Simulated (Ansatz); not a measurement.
# Static equation of state of random rock-salt alloy of NbC and TiC (64 atoms)

The cell holds 64 atoms: 24 Nb, 32 C and 8 Ti. Cell: a = 8.786 Å, b = 8.780 Å, c = 8.790 Å, α = 90.0°, β = 89.9°, γ = 90.0°. It derives from NbC (rock-salt) and TiC, repeated 2×2×2. The starting structure: Rock-salt NbC, 2 x 2 x 2 conventional cells, 8 of 32 Nb sites given to Ti at random (x = 0.250), lattice by Vegard's rule (a = 4.434 Å); not relaxed, displaced by a Gaussian of 0.02 Å.

Calculated with Ansatz 0.2.0: Kohn-Sham DFT, LDA, PAW (set soft_1), plane waves; cutoff 420 eV, k-mesh 2×2×2, fermi-dirac smearing of 0.025 eV. Cell and atoms were relaxed first, to V0 = 10.594 Å³ an atom at a residual P0 = -0.016 GPa. The cell was then scaled evenly, and the atoms were relaxed at each volume.

| volume (Å³/atom) | pressure (GPa) |
| --- | --- |
| 9.5350 | 41.48 |
| 9.9587 | ? |
| 10.277 | 10.25 |
| 10.912 | -8.852 |
| 11.230 | -16.35 |

**Question.** Fit the third-order Birch–Murnaghan equation to the rows given and interpolate to the withheld row.

Worked fit:

Take the Eulerian strain f = ½[(V0/V)^(2/3) − 1] and the normalised pressure F = (P − P0) / [3f(1 + 2f)^(5/2)]. The third-order Birch–Murnaghan equation is then the line F = B0 + (3/2)B0(B′ − 4) f, so u = f and v = F.

| u = f | v = F (GPa) |
| --- | --- |
| 0.0363830 | 318.929 |
| 0.0102570 | 317.239 |
| -0.00975671 | 317.130 |
| -0.0190506 | 315.010 |

With n = 4: mean u = 0.00445817, mean v = 317.077, Σ(u − ū)² = 0.0018075, Σ(u − ū)(v − v̄) = 0.10792. Slope b = 0.10792 / 0.0018075 = 59.704; intercept a = v̄ − b ū = 316.81.

So B0 = a = 317 GPa and B′ = 4 + 2b/(3a) = 4.13. At the withheld volume f = 0.02106, F = a + b f = 318.1 GPa, and P = P0 + 3f(1 + 2f)^(5/2) F.

Prediction at 9.9587: 22.26 GPa. The run gave 22.23 GPa, so the fit is high by 0.031 GPa (0.14 % of the value).

B′ = 4.1 lies in the range of 3 to 6 that is common for dense crystals. Among the rows given, the largest miss of the fit is at 11.230, by 0.034 GPa (0.060 % of the range of the table).

Limits: Static cells at zero temperature; the cell shape is held. The program notes that the SCF threshold of these relaxations is loose for the stress.

[Hosts, paths, dates, database ids (printed as entryN), source tags and the programs' standing remarks are cut or masked in the printed files.]
